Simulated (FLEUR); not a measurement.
# How the volume moves the moments of FePt (Tetraferroplatinum)

Wanted: the trend of the moments of FePt (Tetraferroplatinum) with the volume.

Program: FLEUR MaX-R8.1. Level of theory: PBE; all-electron FLAPW, Dirac cores, scalar-relativistic bands. Results are calculated unless marked as measured.

This is a report of a sequence of runs, with most program output left out.

### Step 1. Set-up

Symmetry: P4/mmm, No. 123, tetragonal system. Conventional cell: a = 2.724 Å, b = 2.724 Å, c = 3.720 Å, α = 90.00°, β = 90.00°, γ = 90.00°. Nearest to Fe lie 8 Pt at 2.68 Å and 4 Fe at 2.72 Å. Nearest to Pt lie 8 Fe at 2.68 Å and 4 Pt at 2.72 Å. Farther neighbours are not listed.

### Step 2. Factor 1, start ferro +

The scan starts at the cell as given.

All lengths change alike; the factor is that of the volume. Atoms keep their fractional places. Spheres, Kmax and the mesh are the same at all points, the spheres being those of the tightest cell. inpgen writes inp.xml from crystal.txt; cutoffs, mixing, functional, smearing and local orbitals are then set in the file. The k list default-1 (kpts.xml, not shown) is a Γ-centred 10×10×10 mesh; where the ranks do not divide the number of points, some are split in two of half the weight.

The input, inp.xml:

```
<?xml version="1.0" encoding="UTF-8" standalone="no"?>
<fleurInput fleurInputVersion="0.39">
   <comment>
      FePt
   </comment>
   <calculationSetup>
      <cutoffs Kmax="3.6" Gmax="10.8" GmaxXC="10.8" numbands="0"/>
      <scfLoop itmax="110" minDistance="0.00002" maxIterBroyd="15" imix="Anderson" alpha="0.05" precondParam="0.0" spinf="2.0" sdNocoIR="T"/>
      <coreElectrons ctail="T" frcor="F" kcrel="0" coretail_lmax="0"/>
      <xcFunctional name="pbe" relativisticCorrections="F"/>
      <magnetism jspins="2"/>
      <soc l_soc="F" theta="0.0" phi="0.0" spav="F"/>
      <expertModes spex="0" secvar="F"/>
      <geometryOptimization l_f="F" forcealpha="1.0" forcemix="BFGS" epsdisp="0.00001" epsforce="0.00001"/>
      <ldaU l_linMix="F" mixParam="0.05" spinf="1.0"/>
   </calculationSetup>
   <cell>
      <bzIntegration valenceElectrons="32.0" mode="hist" fermiSmearingEnergy="0.00183747">
         <kPointListSelection listName="default-1"/>
         <xi:include xmlns:xi="http://www.w3.org/2001/XInclude" href="kpts.xml"> </xi:include>
      </bzIntegration>
      <xi:include xmlns:xi="http://www.w3.org/2001/XInclude" href="sym.xml"> </xi:include>
      <bulkLattice scale="1.0">
         <bravaisMatrix>
            <row-1>    5.1466691003480998     0.0000000000000000     0.0000000000000000</row-1>
            <row-2>    0.0000000000000000     5.1466691003480998     0.0000000000000000</row-2>
            <row-3>    0.0000000000000000     0.0000000000000000     7.0297811835120001</row-3>
         </bravaisMatrix>
      </bulkLattice>
   </cell>
   <atomSpecies>
      <species name="Iron (Fe) 2.800" element="Fe" atomicNumber="26">
         <mtSphere radius="2.36" gridPoints="781" logIncrement="0.016"/>
         <atomicCutoffs lmax="8" lnonsphr="6"/>
         <electronConfig flipSpins="F">
            <coreConfig>(1s1/2) (2s1/2) (2p1/2) (2p3/2)</coreConfig>
            <valenceConfig>(3s1/2) (3p1/2) (3p3/2) (4s1/2) (3d3/2) (3d5/2)</valenceConfig>
            <stateOccupation state="(3d3/2)" spinUp="1.4" spinDown="1.0"/>
            <stateOccupation state="(3d5/2)" spinUp="3.0" spinDown="0.6"/>
         </electronConfig>
         <energyParameters s="4" p="4" d="3" f="4"/>
         <lo type="SCLO" l="0" n="3" eDeriv="0"/>
         <lo type="SCLO" l="1" n="3" eDeriv="0"/>
      </species>
      <species name="Platinum (Pt)" element="Pt" atomicNumber="78">
         <mtSphere radius="2.36" gridPoints="781" logIncrement="0.017"/>
         <atomicCutoffs lmax="8" lnonsphr="6"/>
         <electronConfig flipSpins="F">
            <coreConfig>(1s1/2) (2s1/2) (2p1/2) (2p3/2) (3s1/2) (3p1/2) (3p3/2) (4s1/2) (3d3/2) (3d5/2) (4p1/2) (4p3/2) (5s1/2) (4d3/2) (4d5/2) (4f5/2) (4f7/2)</coreConfig>
            <valenceConfig>(5p1/2) (5p3/2) (6s1/2) (5d3/2) (5d5/2)</valenceConfig>
            <stateOccupation state="(6s1/2)" spinUp="0.500000" spinDown="0.500000"/>
            <stateOccupation state="(5d3/2)" spinUp="1.800000" spinDown="1.800000"/>
            <stateOccupation state="(5d5/2)" spinUp="2.700000" spinDown="2.700000"/>
         </electronConfig>
         <energyParameters s="6" p="6" d="5" f="5"/>
         <lo type="SCLO" l="1" n="5" eDeriv="0"/>
      </species>
   </atomSpecies>
   <atomGroups>
      <atomGroup species="Iron (Fe) 2.800">
         <relPos label="                   1">.0000000000 .0000000000 .0000000000</relPos>
         <force calculate="T" relaxXYZ="TTT"/>
      </atomGroup>
      <atomGroup species="Platinum (Pt)">
         <relPos label="                   2">1.000/2.000 1.000/2.000 1.000/2.000</relPos>
         <force calculate="T" relaxXYZ="TTT"/>
      </atomGroup>
   </atomGroups>
   <output dos="F" band="F" slice="F">
      <bandDOS minEnergy="-.5*Htr" maxEnergy="0.5*Htr" sigma="0.015" storeEVData="T"/>
      <plotting iplot="0" polar="F">
         <plot TwoD="T" vec1="  1.0  0.0  0.0" vec2="  0.0  1.0  0.0" vec3="  0.0  0.0  1.0" zero="  0.0  0.0  0.0" file="plot"/>
      </plotting>
      <moessbauerParams electricFieldGradient="F" isomerShift="F" coreHyperfine="F" valenceHyperfine="F"/>
   </output>
</fleurInput>
```

The input, crystal.txt:

```
FePt
&input film=F cartesian=F /
2.72350000000  0.00000000000  0.00000000000
0.00000000000  2.72350000000  0.00000000000
0.00000000000  0.00000000000  3.72000000000
1.8897261246
1.0 1.0 1.0

2
26 0.00000000000  0.00000000000  0.00000000000 : 2.800
78 0.50000000000  0.50000000000  0.50000000000

&kpt div1=10 div2=10 div3=10 gamma=T /
```

Command:

```
OMP_NUM_THREADS=1 inpgen -f crystal.txt > inpgen.log  # inp.xml is then edited as shown
OMP_NUM_THREADS=1 mpirun -n 8 fleur_MPI > fleur.log
```

The job ended after 16 s (8 MPI ranks of AMD EPYC 7B13 (Zen 3), shared host; peak memory 0.42 GiB; 2.1 min of CPU time).

Read from the output:

```
free energy                                                       : -536596.2311 eV
program's band gap on this mesh (in a metal only a level spacing) : 0.01350 eV
magnetization                                                     : 3.328 μB
final state                                                       : ferromagnetic
largest moment                                                    : 2.986 μB
```

After 23 cycles the largest moment stands at 2.99 μB.

### Step 3. Factor 1, start antiferro q=(0,1/2,0) +-

The k list default-1 (kpts.xml, not shown) is a Γ-centred 10×5×10 mesh.

inp.xml, as its differences from that of step 2:

```diff
@@ -17,3 +17,3 @@
    <cell>
-      <bzIntegration valenceElectrons="32.0" mode="hist" fermiSmearingEnergy="0.00183747">
+      <bzIntegration valenceElectrons="64.0" mode="hist" fermiSmearingEnergy="0.00183747">
          <kPointListSelection listName="default-1"/>
@@ -25,3 +25,3 @@
             <row-1>    5.1466691003480998     0.0000000000000000     0.0000000000000000</row-1>
-            <row-2>    0.0000000000000000     5.1466691003480998     0.0000000000000000</row-2>
+            <row-2>    0.0000000000000000    10.2933382006961995     0.0000000000000000</row-2>
             <row-3>    0.0000000000000000     0.0000000000000000     7.0297811835120001</row-3>
@@ -39,2 +39,15 @@
             <stateOccupation state="(3d5/2)" spinUp="3.0" spinDown="0.6"/>
+         </electronConfig>
+         <energyParameters s="4" p="4" d="3" f="4"/>
+         <lo type="SCLO" l="0" n="3" eDeriv="0"/>
+         <lo type="SCLO" l="1" n="3" eDeriv="0"/>
+      </species>
+      <species name="Iron (Fe) -2.800" element="Fe" atomicNumber="26">
+         <mtSphere radius="2.36" gridPoints="781" logIncrement="0.016"/>
+         <atomicCutoffs lmax="8" lnonsphr="6"/>
+         <electronConfig flipSpins="F">
+            <coreConfig>(1s1/2) (2s1/2) (2p1/2) (2p3/2)</coreConfig>
+            <valenceConfig>(3s1/2) (3p1/2) (3p3/2) (4s1/2) (3d3/2) (3d5/2)</valenceConfig>
+            <stateOccupation state="(3d3/2)" spinUp="1.0" spinDown="1.4"/>
+            <stateOccupation state="(3d5/2)" spinUp="0.6" spinDown="3.0"/>
          </electronConfig>
@@ -63,4 +76,9 @@
       </atomGroup>
+      <atomGroup species="Iron (Fe) -2.800">
+         <relPos label="                   2">.0000000000 1.000/2.000 .0000000000</relPos>
+         <force calculate="T" relaxXYZ="TTT"/>
+      </atomGroup>
       <atomGroup species="Platinum (Pt)">
-         <relPos label="                   2">1.000/2.000 1.000/2.000 1.000/2.000</relPos>
+         <relPos label="                   3">1.000/2.000 1.000/4.000 1.000/2.000</relPos>
+         <relPos label="                   4">1.000/2.000 -1.000/4.000 1.000/2.000</relPos>
          <force calculate="T" relaxXYZ="TTT"/>
```

The input, crystal.txt:

```
FePt
&input film=F cartesian=F /
2.72350000000  0.00000000000  0.00000000000
0.00000000000  5.44700000000  0.00000000000
0.00000000000  0.00000000000  3.72000000000
1.8897261246
1.0 1.0 1.0

4
26 0.00000000000  0.00000000000  0.00000000000 : 2.800
26 0.00000000000  0.50000000000  0.00000000000 : -2.800
78 0.50000000000  0.25000000000  0.50000000000
78 0.50000000000  0.75000000000  0.50000000000

&kpt div1=10 div2=5 div3=10 gamma=T /
```

The job ended after 47 s (8 MPI ranks; peak memory 0.56 GiB).

Spin moment in the muffin-tin sphere by atom:

| atom | spin moment in the muffin-tin sphere (μB) |
| --- | --- |
| Fe1 | 2.93 |
| Fe2 | -2.93 |
| Pt3 | 0.00 |
| Pt4 | 0.00 |

Numbers from this step:

| Item | Value |
| --- | --- |
| free energy | -1073192.4175 eV |
| program's band gap on this mesh (in a metal only a level spacing) | 0.01219 eV |
| magnetization | 0 μB |
| final state | antiferromagnetic |

After 28 cycles the largest moment stands at 2.93 μB.

### Step 4. Factor 1, start no spin polarisation

The k list default-1 (kpts.xml, not shown) is a Γ-centred 10×10×10 mesh.

inp.xml, as its differences from that of step 3:

```diff
@@ -10,3 +10,3 @@
       <xcFunctional name="pbe" relativisticCorrections="F"/>
-      <magnetism jspins="2"/>
+      <magnetism jspins="1"/>
       <soc l_soc="F" theta="0.0" phi="0.0" spav="F"/>
@@ -17,3 +17,3 @@
    <cell>
-      <bzIntegration valenceElectrons="64.0" mode="hist" fermiSmearingEnergy="0.00183747">
+      <bzIntegration valenceElectrons="32.0" mode="hist" fermiSmearingEnergy="0.00183747">
          <kPointListSelection listName="default-1"/>
@@ -25,3 +25,3 @@
             <row-1>    5.1466691003480998     0.0000000000000000     0.0000000000000000</row-1>
-            <row-2>    0.0000000000000000    10.2933382006961995     0.0000000000000000</row-2>
+            <row-2>    0.0000000000000000     5.1466691003480998     0.0000000000000000</row-2>
             <row-3>    0.0000000000000000     0.0000000000000000     7.0297811835120001</row-3>
@@ -31,3 +31,3 @@
    <atomSpecies>
-      <species name="Iron (Fe) 2.800" element="Fe" atomicNumber="26">
+      <species name="Iron (Fe)" element="Fe" atomicNumber="26">
          <mtSphere radius="2.36" gridPoints="781" logIncrement="0.016"/>
@@ -37,17 +37,4 @@
             <valenceConfig>(3s1/2) (3p1/2) (3p3/2) (4s1/2) (3d3/2) (3d5/2)</valenceConfig>
-            <stateOccupation state="(3d3/2)" spinUp="1.4" spinDown="1.0"/>
-            <stateOccupation state="(3d5/2)" spinUp="3.0" spinDown="0.6"/>
-         </electronConfig>
-         <energyParameters s="4" p="4" d="3" f="4"/>
-         <lo type="SCLO" l="0" n="3" eDeriv="0"/>
-         <lo type="SCLO" l="1" n="3" eDeriv="0"/>
-      </species>
-      <species name="Iron (Fe) -2.800" element="Fe" atomicNumber="26">
-         <mtSphere radius="2.36" gridPoints="781" logIncrement="0.016"/>
-         <atomicCutoffs lmax="8" lnonsphr="6"/>
-         <electronConfig flipSpins="F">
-            <coreConfig>(1s1/2) (2s1/2) (2p1/2) (2p3/2)</coreConfig>
-            <valenceConfig>(3s1/2) (3p1/2) (3p3/2) (4s1/2) (3d3/2) (3d5/2)</valenceConfig>
-            <stateOccupation state="(3d3/2)" spinUp="1.0" spinDown="1.4"/>
-            <stateOccupation state="(3d5/2)" spinUp="0.6" spinDown="3.0"/>
+            <stateOccupation state="(3d3/2)" spinUp="1.200000" spinDown="1.200000"/>
+            <stateOccupation state="(3d5/2)" spinUp="1.800000" spinDown="1.800000"/>
          </electronConfig>
@@ -72,3 +59,3 @@
    <atomGroups>
-      <atomGroup species="Iron (Fe) 2.800">
+      <atomGroup species="Iron (Fe)">
          <relPos label="                   1">.0000000000 .0000000000 .0000000000</relPos>
@@ -76,9 +63,4 @@
       </atomGroup>
-      <atomGroup species="Iron (Fe) -2.800">
-         <relPos label="                   2">.0000000000 1.000/2.000 .0000000000</relPos>
-         <force calculate="T" relaxXYZ="TTT"/>
-      </atomGroup>
       <atomGroup species="Platinum (Pt)">
-         <relPos label="                   3">1.000/2.000 1.000/4.000 1.000/2.000</relPos>
-         <relPos label="                   4">1.000/2.000 -1.000/4.000 1.000/2.000</relPos>
+         <relPos label="                   2">1.000/2.000 1.000/2.000 1.000/2.000</relPos>
          <force calculate="T" relaxXYZ="TTT"/>
```

The input, crystal.txt:

```
FePt
&input film=F cartesian=F /
2.72350000000  0.00000000000  0.00000000000
0.00000000000  2.72350000000  0.00000000000
0.00000000000  0.00000000000  3.72000000000
1.8897261246
1.0 1.0 1.0

2
26 0.00000000000  0.00000000000  0.00000000000
78 0.50000000000  0.50000000000  0.50000000000

&kpt div1=10 div2=10 div3=10 gamma=T /
```

Run time: 9.8 s. Hardware: 8 MPI ranks; peak memory 0.38 GiB.

This step gave:

| Property | Result |
| --- | --- |
| free energy | -536595.4961 eV |
| program's band gap on this mesh (in a metal only a level spacing) | 0.001981 eV |
| final state | non-magnetic (no spin polarisation) |

### Step 5. Factor 1.12, start ferro +

The farthest finished point is shown in full.

inp.xml, as its differences from that of step 4:

```diff
@@ -10,3 +10,3 @@
       <xcFunctional name="pbe" relativisticCorrections="F"/>
-      <magnetism jspins="1"/>
+      <magnetism jspins="2"/>
       <soc l_soc="F" theta="0.0" phi="0.0" spav="F"/>
@@ -24,5 +24,5 @@
          <bravaisMatrix>
-            <row-1>    5.1466691003480998     0.0000000000000000     0.0000000000000000</row-1>
-            <row-2>    0.0000000000000000     5.1466691003480998     0.0000000000000000</row-2>
-            <row-3>    0.0000000000000000     0.0000000000000000     7.0297811835120001</row-3>
+            <row-1>    5.3448097895883810     0.0000000000000000     0.0000000000000000</row-1>
+            <row-2>    0.0000000000000000     5.3448097895883810     0.0000000000000000</row-2>
+            <row-3>    0.0000000000000000     0.0000000000000000     7.3004194665810314</row-3>
          </bravaisMatrix>
@@ -31,3 +31,3 @@
    <atomSpecies>
-      <species name="Iron (Fe)" element="Fe" atomicNumber="26">
+      <species name="Iron (Fe) 2.800" element="Fe" atomicNumber="26">
          <mtSphere radius="2.36" gridPoints="781" logIncrement="0.016"/>
@@ -37,4 +37,4 @@
             <valenceConfig>(3s1/2) (3p1/2) (3p3/2) (4s1/2) (3d3/2) (3d5/2)</valenceConfig>
-            <stateOccupation state="(3d3/2)" spinUp="1.200000" spinDown="1.200000"/>
-            <stateOccupation state="(3d5/2)" spinUp="1.800000" spinDown="1.800000"/>
+            <stateOccupation state="(3d3/2)" spinUp="1.4" spinDown="1.0"/>
+            <stateOccupation state="(3d5/2)" spinUp="3.0" spinDown="0.6"/>
          </electronConfig>
@@ -59,3 +59,3 @@
    <atomGroups>
-      <atomGroup species="Iron (Fe)">
+      <atomGroup species="Iron (Fe) 2.800">
          <relPos label="                   1">.0000000000 .0000000000 .0000000000</relPos>
```

The input, crystal.txt:

```
FePt
&input film=F cartesian=F /
2.82835153730  0.00000000000  0.00000000000
0.00000000000  2.82835153730  0.00000000000
0.00000000000  0.00000000000  3.86321561180
1.8897261246
1.0 1.0 1.0

2
26 0.00000000000  0.00000000000  0.00000000000 : 2.800
78 0.50000000000  0.50000000000  0.50000000000

&kpt div1=10 div2=10 div3=10 gamma=T /
```

Elapsed: 17 s, on 8 MPI ranks; peak memory 0.42 GiB; 2.2 min of CPU time.

Spin moment in the muffin-tin sphere by atom:

| atom | spin moment in the muffin-tin sphere (μB) |
| --- | --- |
| Fe1 | 3.15 |
| Pt2 | 0.40 |

This step gave:

```yaml
free_energy: -536596.0930 eV
program_s_band_gap_on_this_mesh_in_a_metal_only_a_level_spacing: 0.001459 eV
magnetization: 3.465 μB
final_state: ferromagnetic
```

After 24 cycles the largest moment stands at 3.15 μB.

(Continued in part 2 of 2.)

[Logs and program files are shortened in this print: banners, set-up blocks, solver, clock and traceback lines can be left out without a mark of their own.]

[Logs are printed without paths, hosts, clocks, repeated set-up lines and the standing remarks that a program may print on its own settings, such as how far it seeks lower states.]

[Hosts, paths, dates, database ids (printed as entryN), source tags and the programs' standing remarks are cut or masked in the printed files.]

[Where a cell is said to come from a database of computed structures, the database is the Materials Project.]
